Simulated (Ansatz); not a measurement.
**What HfO2 (model cell, started as fluorite) distorts into**

Which phase does HfO2 (model cell, started as fluorite) fall into along its unstable mode, and how much energy does it gain?

Method: DFT PBE, scalar-relativistic, plane waves, PAW; PAW set soft_1, in Ansatz 0.2.0.

Report form: the programs' logs are mostly left out.

### Step 1. The structure

The structure is cubic, space group Fm-3m (No. 225). Conventional cell: a = 5.098 Å, b = 5.098 Å, c = 5.098 Å, α = 90.00°, β = 90.00°, γ = 90.00°. Nearest to Hf lie 8 O at 2.21 Å. Nearest to O lie 4 Hf at 2.21 Å. Farther neighbours and most contacts between anions are not listed.

### Step 2. Response at finite wavevector

The cell comes from relaxations at this level that are not shown. Stability and thermal properties need the whole zone. Linear response on a 4×4×4 q mesh gives force constants as far as a supercell of that size would, and the tensors from the zone-centre run are typed in so that the long-range dipole term is interpolated apart.

The input, input.yaml:

```yaml
crystal:
  lattice:
    - [0.0, 2.5490453536, 2.5490453536]
    - [2.5490453536, 0.0, 2.5490453536]
    - [2.5490453536, 2.5490453536, 0.0]
  atoms:
    - { symbol: Hf, position: [0.0, 0.0, 0.0] }
    - { symbol: O, position: [0.25, 0.25, 0.25] }
    - { symbol: O, position: [0.75, 0.75, 0.75] }
kpoints:
  mp_grid: { grid: [8, 8, 8] }
hamiltonian:
  xc: pbe
  pseudopotentials: { kind: paw, azcp: { folder: soft_1 } }
scf:
  occupations: { method: fixed }
output:
  eigenvalues: true
phonons:
  method: dfpt
  qmesh: [4, 4, 4]
  temperatures: { t_max: 1000, t_step: 50 }
  qpath:
    path:
      - [[0.0, 0.0, 0.0], [0.5, 0.0, 0.5], [0.625, 0.25, 0.625]]
      - [[0.375, 0.375, 0.75], [0.0, 0.0, 0.0], [0.5, 0.5, 0.5], [0.5, 0.25, 0.75], [0.5, 0.0, 0.5]]
    npoints: 10
  non_analytic_term:
    high_frequency_dielectric_tensor: [[5.304, 0.0, 0.0], [0.0, 5.304, 0.0], [0.0, 0.0, 5.304]]
    born_effective_charges:
      - { species: Hf, tensor: [[5.5447, 0.0, 0.0], [0.0, 5.5447, 0.0], [0.0, 0.0, 5.5447]] }
      - { species: O, tensor: [[-2.7723, 0.0, 0.0], [0.0, -2.7723, 0.0], [0.0, 0.0, -2.7723]] }
      - { species: O, tensor: [[-2.7723, 0.0, 0.0], [0.0, -2.7723, 0.0], [0.0, 0.0, -2.7723]] }
    source: "zone-centre run at this cell"
```

Command:

```
> ansatz run input.yaml --threads 4 --pin off --max-ram 16384MiB --backend cpu --events-out ev --progress --plain --runs-dir out
```

Wall time 2.3 min (4 threads of Arm Neoverse V1, shared host); peak memory 1.3 GiB.

This step gave:

```yaml
gap_on_the_k_mesh: 3.747 eV
volume_per_atom: 11.04 Å³
sum_rule_residual_before_enforcement: 1.72e-5 eV/Å²
lowest_frequency_on_the_path: -230.1 cm⁻¹
point_group: m-3m
highest_frequency_on_the_path_or_at_a_solved_wavevector: 676.1 cm⁻¹
highest_optical_mode_at_the_zone_centre_no_lo_to_term: 563.5 cm⁻¹
lowest_optical_zone_centre_mode: 216.3 cm⁻¹
lowest_mode_on_the_q_mesh_acoustic_modes_at_gamma_apart: -230.1 cm⁻¹
```

Frequencies (cm⁻¹) solved at each irreducible wavevector; negative means imaginary. Frequencies by wavevector, by row:

| q in reciprocal lattice units | star | mode 1 | mode 2 | mode 3 | mode 4 | mode 5 | mode 6 | mode 7 | mode 8 | mode 9 |
| --- | --- | --- | --- | --- | --- | --- | --- | --- | --- | --- |
| 0 0 0 | 1 | 0 | 0 | 0 | 216.3 | 216.3 | 216.3 | 563.5 | 563.5 | 563.5 |
| 0 0 0.25 | 8 | 73.1 | 73.1 | 141.2 | 303 | 303 | 523.1 | 538.7 | 538.7 | 591.3 |
| 0 0 -0.5 | 4 | 82 | 82 | 183.4 | 388.2 | 388.2 | 488.4 | 498.1 | 498.1 | 573.8 |
| 0 0.25 0.25 | 6 | 71.5 | 71.5 | 193.1 | 230.7 | 230.7 | 416.3 | 559.2 | 559.2 | 639.3 |
| 0 0.25 -0.5 | 24 | 85.2 | 114.9 | 180.4 | 247.8 | 328.9 | 331.8 | 528 | 553.7 | 640.1 |
| 0 0.25 -0.25 | 12 | 82.7 | 111.3 | 184.2 | 197.1 | 411.4 | 440.5 | 459.8 | 569 | 614.8 |
| 0 -0.5 -0.5 | 3 | -230.1 | 89.3 | 89.3 | 249 | 285.5 | 285.5 | 546.6 | 546.6 | 676.1 |
| 0.25 -0.5 -0.25 | 6 | -89.3 | 92.6 | 179.4 | 179.4 | 213.3 | 448.6 | 448.6 | 588.6 | 648.7 |

Interpolated from a 4×4×4 q mesh, with the LO-TO term (at Γ the limit along the path; where Γ stands inside the path, tables give the limit on arrival). Phonon branches along the path, in cm⁻¹:

| point | branch 1 | branch 2 | branch 3 | branch 4 | branch 5 | branch 6 | branch 7 | branch 8 | branch 9 |
| --- | --- | --- | --- | --- | --- | --- | --- | --- | --- |
| Γ | 0 | 0 | 0 | 216 | 216 | 564 | 564 | 564 | 603 |
| halfway | 72 | 72 | 193 | 231 | 231 | 416 | 559 | 559 | 639 |
| X | -230 | 89 | 89 | 249 | 286 | 286 | 547 | 547 | 676 |
| halfway | -205 | 88 | 108 | 233 | 296 | 304 | 540 | 550 | 671 |
| U | -120 | 85 | 144 | 203 | 314 | 350 | 521 | 558 | 656 |
| jump to K | -120 | 85 | 144 | 203 | 314 | 350 | 521 | 558 | 656 |
| halfway | 82 | 83 | 169 | 220 | 377 | 474 | 504 | 570 | 600 |
| Γ | 0 | 0 | 0 | 216 | 216 | 564 | 564 | 564 | 603 |
| halfway | 73 | 73 | 141 | 303 | 303 | 523 | 539 | 539 | 591 |
| L | 82 | 82 | 183 | 388 | 388 | 488 | 498 | 498 | 574 |
| halfway | 84 | 137 | 161 | 280 | 306 | 431 | 478 | 567 | 623 |
| W | -89 | 93 | 179 | 179 | 213 | 449 | 449 | 589 | 649 |
| halfway | -183 | 91 | 122 | 226 | 259 | 350 | 520 | 565 | 665 |
| X | -230 | 89 | 89 | 249 | 286 | 286 | 547 | 547 | 676 |

Symmetry leaves 8 wavevectors to solve. The lowest mode among them, the acoustic zeros apart, lies at q = (0, -0.5, -0.5) and is imaginary, 230.1i cm⁻¹, so the energy falls along it.

### Step 3. The mode frozen in, largest atomic shift 0 Å

The mode followed lies at q = (0.25, -0.5, -0.25) with frequency 89.3i cm⁻¹, one of the unstable modes though not the softest. At small amplitude the distorted cell has space group no. 142 by a symmetry search on the positions. The undistorted cell that holds it gives the zero of energy on the same k mesh.

System of this step: HfO2 (model cell, started as fluorite). It takes space group Fm-3m (No. 225, cubic). Conventional cell: a = 5.098 Å, b = 5.098 Å, c = 5.098 Å, α = 90.00°, β = 90.00°, γ = 90.00°. Nearest to Hf lie 8 O at 2.21 Å. Nearest to O lie 4 Hf at 2.21 Å. Farther neighbours and most contacts between anions are not listed.

The input, input.yaml:

```yaml
crystal:
  lattice:
    - [0.0, 0.0, -5.0980907072]
    - [5.0980907072, 0.0, 0.0]
    - [2.5490453536, -5.0980907072, -2.5490453536]
  atoms:
    - { symbol: Hf, position: [0.75, 0.25, 0.5] }
    - { symbol: Hf, position: [0.25, 0.75, 0.5] }
    - { symbol: Hf, position: [0.5, 0.5, 0.0] }
    - { symbol: Hf, position: [0.0, 0.0, 0.0] }
    - { symbol: O, position: [0.625, 0.625, 0.25] }
    - { symbol: O, position: [0.125, 0.125, 0.25] }
    - { symbol: O, position: [0.375, 0.875, 0.75] }
    - { symbol: O, position: [0.875, 0.375, 0.75] }
    - { symbol: O, position: [0.375, 0.375, 0.75] }
    - { symbol: O, position: [0.875, 0.875, 0.75] }
    - { symbol: O, position: [0.125, 0.625, 0.25] }
    - { symbol: O, position: [0.625, 0.125, 0.25] }
kpoints:
  mp_grid: { grid: [6, 6, 6] }
hamiltonian:
  xc: pbe
  pseudopotentials: { kind: paw, azcp: { folder: soft_1 } }
scf:
  occupations: { method: gaussian, width: 0.02 }
output:
  forces: true
  stress: true
  eigenvalues: true
```

Elapsed: 8.6 s, on 4 threads; peak memory 0.71 GiB; 34 s of CPU time.

Numbers from this step:

```
pressure                         : 0.006590 GPa
energy from the undistorted cell : 0 meV/atom
```

At this level the gap is 3.75 eV on the k-mesh of the self-consistent run, which can miss the band edges.

### Step 4. The mode frozen in, largest atomic shift 0.14 Å

The atoms are moved along the unstable eigenvector, the largest shift by 0.14 Å, with the cell fixed.

input.yaml, the sections that differ from step 3:

```yaml
crystal:
  lattice:
    - [0.0, 0.0, -5.0980907072]
    - [5.0980907072, 0.0, 0.0]
    - [2.5490453536, -5.0980907072, -2.5490453536]
  atoms:
    - { symbol: Hf, position: [0.75, 0.25, 0.5] }
    - { symbol: Hf, position: [0.25, 0.75, 0.5] }
    - { symbol: Hf, position: [0.5, 0.5, 0.0] }
    - { symbol: Hf, position: [0.0, 0.0, 0.0] }
    - { symbol: O, position: [0.625, 0.5975387389, 0.25] }
    - { symbol: O, position: [0.125, 0.1524612611, 0.25] }
    - { symbol: O, position: [0.4024612611, 0.875, 0.75] }
    - { symbol: O, position: [0.8475387389, 0.375, 0.75] }
    - { symbol: O, position: [0.3475387389, 0.375, 0.75] }
    - { symbol: O, position: [0.9024612611, 0.875, 0.75] }
    - { symbol: O, position: [0.125, 0.6524612611, 0.25] }
    - { symbol: O, position: [0.625, 0.0975387389, 0.25] }
# kpoints, hamiltonian, scf, output: as in step 3
```

Run time: 9.2 s. Hardware: 4 threads; peak memory 0.71 GiB.

Numbers from this step:

- pressure: 1.860 GPa
- gap on the k-mesh: 3.977 eV
- energy from the undistorted cell: -1.125 meV/atom

The energy, extrapolated to zero smearing, is -1.12 meV/atom against the undistorted cell.

The run ends at a pressure of 1.86 GPa, with forces up to 0.014 eV/Å.

### Step 5. Energy along the mode, all amplitudes (two of the runs are shown above)

An imaginary frequency means negative curvature, so the energy should fall and then rise again as anharmonic terms take over.

Numbers from this step:

| Quantity | Value |
| --- | --- |
| depth at the lowest point sampled | 1.125 meV/atom |
| largest atomic shift at that point | 0.14 Å |

Table of energy from the parent by largest atomic shift:

| largest atomic shift (Å) | energy from the parent (meV/atom) |
| --- | --- |
| 0.000 | 0 |
| 0.040 | -0.236 |
| 0.080 | -0.781 |
| 0.140 | -1.12 |
| 0.220 | 3.02 |
| 0.320 | 24.3 |

Displacement at unit largest shift by atom:

| atom | x (Å) | y (Å) | z (Å) | size |
| --- | --- | --- | --- | --- |
| Hf1 | 0.00 | 0.00 | 0.00 | 0.00 |
| Hf2 | 0.00 | 0.00 | 0.00 | 0.00 |
| Hf3 | 0.00 | 0.00 | 0.00 | 0.00 |
| Hf4 | 0.00 | 0.00 | 0.00 | 0.00 |
| O5 | -1.00 | 0.00 | 0.00 | 1.00 |
| O6 | 1.00 | 0.00 | 0.00 | 1.00 |
| O7 | 0.00 | 0.00 | -1.00 | 1.00 |
| O8 | 0.00 | 0.00 | 1.00 | 1.00 |
| O9 | 0.00 | 0.00 | 1.00 | 1.00 |
| O10 | 0.00 | 0.00 | -1.00 | 1.00 |
| O11 | 1.00 | 0.00 | 0.00 | 1.00 |
| O12 | -1.00 | 0.00 | 0.00 | 1.00 |

The lowest of the steps tried is at 0.14 Å, 1.12 meV/atom below the parent; the bottom of the well need not coincide with a step.

### Step 6. Relaxation from the frozen mode

Starting from the lowest point found, all atoms and the cell are let go, so that strain and other modes of the same symmetry can join in.

Changes to input.yaml since step 4:

```diff
@@ -24,3 +24,3 @@
 scf:
-  occupations: { method: gaussian, width: 0.02 }
+  occupations: { method: fixed }
 output:
@@ -29 +29,6 @@
   eigenvalues: true
+relax:
+  adjacent_minimum: "off"
+  f_tol: 0.002
+  max_steps: 120
+  cell: { stress_tol: 0.03 }
```

Wall time 83 s (4 threads); peak memory 0.74 GiB; 5.4 min of CPU time.

Step by step:

| step | energy less that of the first step (eV) | largest force component (eV/Å) | pressure (GPa) | volume (Å³) |
| --- | --- | --- | --- | --- |
| 1 | 0.0000 | 0.0140 | 1.86 | 132.50 |
| 2 | -0.0012 | 0.0105 | -0.44 | 133.73 |
| 3 | -0.0023 | 0.0056 | -0.02 | 133.51 |
| 4 | -0.0024 | 0.0048 | 0.04 | 133.48 |
| 5 | -0.0013 | 0.0075 | -0.04 | 133.78 |
| 6 | -0.0022 | 0.0005 | -0.01 | 133.60 |
| 7* | -0.0060 | 0.0002 | 0.04 | 133.60 |
| 8 | -0.0058 | 0.0000 | -0.01 | 133.64 |
| 9* | -0.0060 | 0.0000 | -0.01 | 133.64 |

Relaxation steps marked * repeat the geometry before them on a plane-wave basis chosen anew for their cell, so energy and pressure can jump there. Relaxation step 5 was tried and not accepted.

The run keeps the 16 symmetry operations that it works with, so distortions that break them were not tested.

| conventional cell, symmetrised | before | after | change |
| --- | --- | --- | --- |
| a (Å) | 5.098 | 5.113 | +0.3 % |
| b (Å) | 5.098 | 5.113 | +0.3 % |
| c (Å) | 10.196 | 10.224 | +0.3 % |
| volume (Å³/atom) | 11.04 | 11.14 | +0.9 % |

This step gave:

| Item | Value |
| --- | --- |
| pressure | -0.007238 GPa |
| gap on the k-mesh | 3.983 eV |
| volume per atom | 11.14 Å³ |

The distorted start has space group I4_1/acd; the relaxation ends in I4_1/acd.

### Step 7. The new phase in its own primitive cell

The relaxed structure is symmetrised, reduced to its primitive cell and relaxed tightly, as its phonons need.

The input, input.yaml:

```yaml
crystal:
  lattice:
    - [-2.5565546373, 2.5565546373, 5.1118999614]
    - [2.5565546373, -2.5565546373, 5.1118999614]
    - [2.5565546373, 2.5565546373, -5.1118999614]
  atoms:
    - { symbol: Hf, position: [0.75, 0.25, 0.5] }
    - { symbol: Hf, position: [0.25, 0.75, 0.5] }
    - { symbol: Hf, position: [0.5, 0.5, 0.0] }
    - { symbol: Hf, position: [0.0, 0.0, 0.0] }
    - { symbol: O, position: [0.8456949731, 0.875, 0.4706949731] }
    - { symbol: O, position: [0.4043050269, 0.375, 0.5293050269] }
    - { symbol: O, position: [0.625, 0.1543050269, 0.0293050269] }
    - { symbol: O, position: [0.125, 0.5956949731, 0.9706949731] }
    - { symbol: O, position: [0.125, 0.0956949731, 0.4706949731] }
    - { symbol: O, position: [0.625, 0.6543050269, 0.5293050269] }
    - { symbol: O, position: [0.9043050269, 0.375, 0.0293050269] }
    - { symbol: O, position: [0.3456949731, 0.875, 0.9706949731] }
kpoints:
  mp_grid: { grid: [6, 6, 6] }
hamiltonian:
  xc: pbe
  pseudopotentials: { kind: paw, azcp: { folder: soft_1 } }
scf:
  occupations: { method: fixed }
output:
  forces: true
  stress: true
  eigenvalues: true
relax:
  adjacent_minimum: "off"
  f_tol: 0.001
  max_steps: 60
  cell: { stress_tol: 0.01 }
```

Wall time 21 s (4 threads); peak memory 0.76 GiB; 82 s of CPU time.

Little changed from the start: no atom moved by 0.005 Å and no cell edge by 0.1 %.

Numbers from this step:

| Quantity | Value |
| --- | --- |
| pressure | -0.007235 GPa |
| direct gap on mesh | 4.109 eV |

The largest force component left is 0.014 meV/Å and the pressure is -0.007 GPa, within the tolerances set. The cell now holds 11.14 Å³/atom.

### Step 8. Modes of the new phase, k-mesh 6×6×6

A relaxed structure may still be a saddle point, so its zone-centre modes are computed. The response to a homogeneous field gives the Born charges and the dielectric tensor.

Changes to input.yaml since step 7:

```diff
@@ -26,9 +26,6 @@
 output:
-  forces: true
-  stress: true
   eigenvalues: true
-relax:
-  adjacent_minimum: "off"
-  f_tol: 0.001
-  max_steps: 60
-  cell: { stress_tol: 0.01 }
+phonons:
+  method: dfpt
+  dielectric: true
+  rigid_motions: translations
```

The job ended after 14 min (4 threads; peak memory 5.1 GiB; 55 min of CPU time).

This step gave:

| Quantity | Value |
| --- | --- |
| sum-rule residual before enforcement | 7.66e-5 eV/Å² |
| miss of the charge sum rule | 0.006918 e |
| estimated error of the dielectric tensor | 0.02199 |
| estimated error of the Born charges | 0.1451 e |
| point group | 4/mmm |
| highest optical mode at the zone centre (no LO-TO term) | 680.2 cm⁻¹ |
| lowest optical zone-centre mode | -192.8 cm⁻¹ |
| mean high-frequency dielectric constant | 5.256 |
| largest Born charge (third of the trace) | 5.491 e |
| top of the zone-centre spectrum with the field | 680.2 cm⁻¹ |

[end of part 1 of 2]

[Logs are printed without paths, hosts, clocks, repeated set-up lines and the standing remarks that a program may print on its own settings, such as how far it seeks lower states.]

[Hosts, paths, dates, database ids (printed as entryN), source tags and the programs' standing remarks are cut or masked in the printed files.]
